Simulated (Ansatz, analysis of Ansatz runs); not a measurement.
# Interstitial H in hcp Be, hop from a tetrahedral to the next octahedral site: migration barrier, PBE, part 3 of 3

Aim: the migration barrier of interstitial H in hcp Be, hop from a tetrahedral to the next octahedral site, to be set beside the measurement. Set-up: PBE, 36-site cell, PBE lattice, 420 eV, k: 5x5x4 Gamma-centred, zero-point energy of the moving atom added. The model is a cell of 36 host atoms with 1 H put in. The barrier is the energy of the highest image of a climbing band over the relaxed site that the atom leaves.

Ansatz 0.2.0; PBE, 36-site cell, PBE lattice, 420 eV, k: 5x5x4 Gamma-centred, zero-point energy of the moving atom added.

So far, barrier forward (eV): step 3 (nudged elastic band) 0.439.

## Step 4: Vibrations of the moving atom at the low point

A light atom carries zero-point energy, which differs between site and saddle; its three modes are computed at both, leaving out the unstable one.

This step: plane-wave PAW DFT, PBE; finite-displacement force constants of the moving atom alone.

Input file modes_low/input.yaml:

```yaml
crystal:
  lattice:
    - [6.78671482, 0.0, 0.0]
    - [-3.39335741, 5.87746744, 0.0]
    - [0.0, 0.0, 7.13460919]
  atoms:
    - { symbol: Be, position: [0.112206412, 0.222629073, 0.126243636] }
    - { symbol: Be, position: [0.221556568, 0.109779802, 0.376438913] }
    - { symbol: Be, position: [0.111025544, 0.221510282, 0.626508904] }
[... 2 atom lines left out ...]
    - { symbol: Be, position: [0.19795019, 0.432308428, 0.374791633] }
    - { symbol: Be, position: [0.111025544, 0.556181929, 0.626508904] }
[... 7 atom lines left out ...]
    - { symbol: Be, position: [0.443818071, 0.221510282, 0.626508904] }
[... 1 atom line left out ...]
    - { symbol: Be, position: [0.444444444, 0.555555556, 0.121321183] }
    - { symbol: Be, position: [0.567691572, 0.432308428, 0.374791633] }
    - { symbol: Be, position: [0.444444444, 0.555555556, 0.625624254] }
[... 2 atom lines left out ...]
    - { symbol: Be, position: [0.567691572, 0.802049809, 0.374791633] }
    - { symbol: Be, position: [0.443818071, 0.888974455, 0.626508904] }
[... 7 atom lines left out ...]
    - { symbol: Be, position: [0.778489718, 0.556181929, 0.626508904] }
[... 3 atom lines left out ...]
    - { symbol: Be, position: [0.778489717, 0.888974455, 0.626508904] }
[... 1 atom line left out ...]
    - { symbol: H, position: [0.444444444, 0.555555556, 0.398349501] }
basis:
  ecutwfc: 420
  xc_grid: 2
hamiltonian:
  xc: pbe
kpoints:
  mp_grid: { grid: [5, 5, 4] }
scf:
  occupations: { method: methfessel_paxton, width: 0.1 }
  max_iter: 120
output: {}
phonons:
  supercell: [1, 1, 1]
  displaced_sites: [36]
  amplitude: 0.03
```

The run is started by

```
$ ansatz run input.yaml --threads 2 --pin off --max-ram 3768MiB --backend cpu --events-out ev --progress --plain --runs-dir out
```

Numbers of over 12 decimals in the logs are rounded to 6 here.

What it wrote:

```text
[...]
Crystal: 37 atoms, lattice volume = 284.590 Å³
Basis set: ecut = 420 eV, 5591 PW (Γ), exchange–correlation on 96×96×96 points (8 copies of the dense FFT grid, shifted against one another)
Bands: 74, of which v1, the nominal top of the filled ones, is band 37 counted from 1 (36 counted from 0)
Symmetry: 6 space group operations
k-points: 17 of 100 (time reversal used)
[...]
SCF iter   1: F=—  HF=-3353.592871 eV  |F-HF|=—  |Δ(HF+E_count)|=         —  Δρ=2.51e-3  dr2=4.84e-2  ethr=1.77e-3  ⟨swp⟩=7.6  Hψ=7657  notcnv=0  defer=149
[...]
SCF iter   6: F=-3353.586184 eV  HF=-3353.586184 eV  |F-HF|=6.37e-10  |Δ(HF+E_count)|=   1.45e-8  S|Δr|=    0.00e0  Δρ=4.21e-7  dr2=9.20e-10  ethr=1.37e-12  ⟨swp⟩=11.2  Hψ=7647  notcnv=0
SCF 1 converged in 6 iterations: F = -3353.586184 eV  dr2 = 9.20e-10
[...]
Symmetry: 2 space group operations
k-points: 33 of 100 (time reversal used)
[...]
[... further k-points left out ...]
--- Phonons: 2 displaced members + reference (amplitude 0.03 Å, Σ member SCF iterations 11) ---
  symmetry images taken by strict's conditions (phonons.symmetry_images: auto; settled by no image being taken that strict refuses)
  force constants formed among 1 of 37 sites (H 36); the other 36 at rest. The modes move the named sites alone.
  the frequencies, the zero-point energy and the sums are of the block with the acoustic sum rule laid on its rows. Row sums over every site: 2.0e-5 eV/Å² at the most
  transpose residual: 6.8e-17 eV/Å²
  largest component of a force at the reference: 1.5e-3 eV/Å on a named site, 4.2e-3 eV/Å on a site at rest
  frequencies among the named sites at Γ of the cell (cm⁻¹): 591.73 1562.58 1562.58
  unstable modes among the named sites: 0
  frequencies as built, with no sum rule (cm⁻¹): 591.73 1562.58 1562.58
  zero-point energy: 0.230418 eV/cell   skipped modes (ω ≤ 0): 0
  not written: the harmonic force-constant file, the file of eigenvectors (these modes' are written with the force constants), the density of states and the dispersion, which are of every site
[key lines of the parts left out:]
SCF converged after 6 iterations
Free energy (F): -3353.586184 eV
Fermi energy:    8.577095 eV
```

It took 4.1 min on 2 threads of Arm Neoverse N1, shared host; peak memory 1 GiB.

Read from the output:

- free energy: -3353.5862 eV
- smearing term TS: 5.17e-4 eV
- frequencies of moving atom: 591.7, 1563, 1563 cm⁻¹ (negative: imaginary)

## Step 5: Vibrations of the moving atom at the top point

This step: plane-wave PAW DFT, PBE; finite-displacement force constants of the moving atom alone.

Input file modes_top/input.yaml:

```yaml
crystal:
  lattice:
    - [6.78671482, 0.0, 0.0]
    - [-3.39335741, 5.87746744, 0.0]
    - [0.0, 0.0, 7.13460919]
  atoms:
    - { symbol: Be, position: [0.111553033, 0.222010691, 0.125085854] }
    - { symbol: Be, position: [0.219681708, 0.105911234, 0.374178998] }
[... 3 atom lines left out ...]
    - { symbol: Be, position: [0.202153692, 0.440537849, 0.368819688] }
    - { symbol: Be, position: [0.109894063, 0.557523774, 0.626997954] }
[... 2 atom lines left out ...]
    - { symbol: Be, position: [0.221620138, 0.776567525, 0.376111585] }
[... 6 atom lines left out ...]
    - { symbol: Be, position: [0.443925124, 0.554427764, 0.121183219] }
    - { symbol: Be, position: [0.571853384, 0.440567591, 0.368831973] }
    - { symbol: Be, position: [0.449606583, 0.565768193, 0.634679651] }
[... 2 atom lines left out ...]
    - { symbol: Be, position: [0.560734484, 0.788034221, 0.375050992] }
    - { symbol: Be, position: [0.444698445, 0.888090961, 0.626365917] }
[... 7 atom lines left out ...]
    - { symbol: Be, position: [0.781004196, 0.557511993, 0.626952932] }
[... 2 atom lines left out ...]
    - { symbol: Be, position: [0.888350718, 0.776559558, 0.376118333] }
    - { symbol: Be, position: [0.776797368, 0.888060161, 0.62635398] }
[... 1 atom line left out ...]
    - { symbol: H, position: [0.388526551, 0.443556141, 0.462387374] }
basis:
  ecutwfc: 420
  xc_grid: 2
hamiltonian:
  xc: pbe
kpoints:
  mp_grid: { grid: [5, 5, 4] }
scf:
  occupations: { method: methfessel_paxton, width: 0.1 }
  max_iter: 120
output: {}
phonons:
  supercell: [1, 1, 1]
  displaced_sites: [36]
  amplitude: 0.03
```

What it wrote:

```text
[...]
Crystal: 37 atoms, lattice volume = 284.590 Å³
Basis set: ecut = 420 eV, 5591 PW (Γ), exchange–correlation on 96×96×96 points (8 copies of the dense FFT grid, shifted against one another)
Bands: 74, of which v1, the nominal top of the filled ones, is band 37 counted from 1 (36 counted from 0)
Symmetry: 1 space group operations
k-points: 51 of 100 (time reversal used)
[...]
SCF iter   1: F=—  HF=-3353.153204 eV  |F-HF|=—  |Δ(HF+E_count)|=         —  Δρ=2.24e-3  dr2=2.63e-2  ethr=1.77e-3  ⟨swp⟩=7.5  Hψ=22610  notcnv=0  defer=438
[...]
SCF iter   6: F=-3353.146930 eV  HF=-3353.146930 eV  |F-HF|=7.19e-11  |Δ(HF+E_count)|=   5.03e-9  S|Δr|=    0.00e0  Δρ=2.12e-7  dr2=1.45e-10  ethr=1.37e-12  ⟨swp⟩=13.3  Hψ=22388  notcnv=0
SCF 1 converged in 6 iterations: F = -3353.146930 eV  dr2 = 1.45e-10
[...]
atom  17  Be     0.00049489     0.00170777     0.00019820
  atom  18  Be    -0.00184763    -0.00314588    -0.00436456
  atom  19  Be    -0.00110219     0.00527782     0.01298574
  [... 2 atoms left out ...]
  atom  22  Be    -0.00070007    -0.00285440     0.00093312
  atom  23  Be     0.00045704    -0.00066553    -0.00093341
  [... 10 atoms left out ...]
  atom  34  Be     0.00065948     0.00051618    -0.00031954
  atom  35  Be    -0.00020522     0.00159030     0.00000379
  [... 1 atom left out ...]
  atom  37  H     -0.00233440    -0.00067228    -0.00594732
  max |Σ_I F_I| component: 3.71e-5 eV/Å
--- Band table (eV; the first three rows and the last of 51) ---
[...]
[... further k-points left out ...]
[...]
transpose residual: 6.1e-3 eV/Å²
[...]
frequencies among the named sites at Γ of the cell (cm⁻¹): -752.94 1563.62 1663.86
  unstable modes among the named sites: 1
  frequencies as built, with no sum rule (cm⁻¹): -752.93 1563.62 1663.86
  zero-point energy: 0.200078 eV/cell   skipped modes (ω ≤ 0): 1, of them read as no rigid motion or as one in doubt: 1 (1.000e0 modes/cell left out, lowest -752.94 cm⁻¹)
[...]
[key lines of the parts left out:]
SCF converged after 6 iterations
Free energy (F): -3353.146930 eV
Fermi energy:    8.608866 eV
```

The job ended after 22 min (2 threads; peak memory 1.5 GiB; 44 min of CPU time).

Read from the output:

- free energy: -3353.1469 eV
- smearing term TS: 9.14e-4 eV
- frequencies of moving atom: -752.9, 1564, 1664 cm⁻¹ (negative: imaginary)

## Step 6: Summary of results

| Item | Value |
| --- | --- |
| migration barrier (saddle less minimum) | 0.41 eV |
| energy difference of the two ends | 0.19 eV |
| length of the hop | 1.50 Å |
| change of the moving atom's zero-point energy, saddle less site | -0.03 eV |
| time of the whole chain | 71 min on 2 threads |

What this shows: Migration barrier: computed 0.41 eV, measured 0.611 eV; 0.20 eV below the measurement. Zero-point energy changes the barrier by -0.03 eV. The measured number is an Arrhenius activation energy of long-range diffusion; for H it holds zero-point energy, and trapping at vacancies and dislocations can raise it. One hop between neighbouring sites is computed at the host's lattice. Limits: the periodic copies of the defect are only 6.8 Å apart.

[Logs are printed without paths, hosts, clocks, repeated set-up lines and the standing remarks that a program may print on its own settings, such as how far it seeks lower states.]

[Hosts, paths, dates, database ids (printed as entryN), source tags and the programs' standing remarks are cut or masked in the printed files.]

[For some hosts the program warned that the k-mesh of the response run may be too coarse for force constants and the static dielectric constant; such warnings are not shown here.]
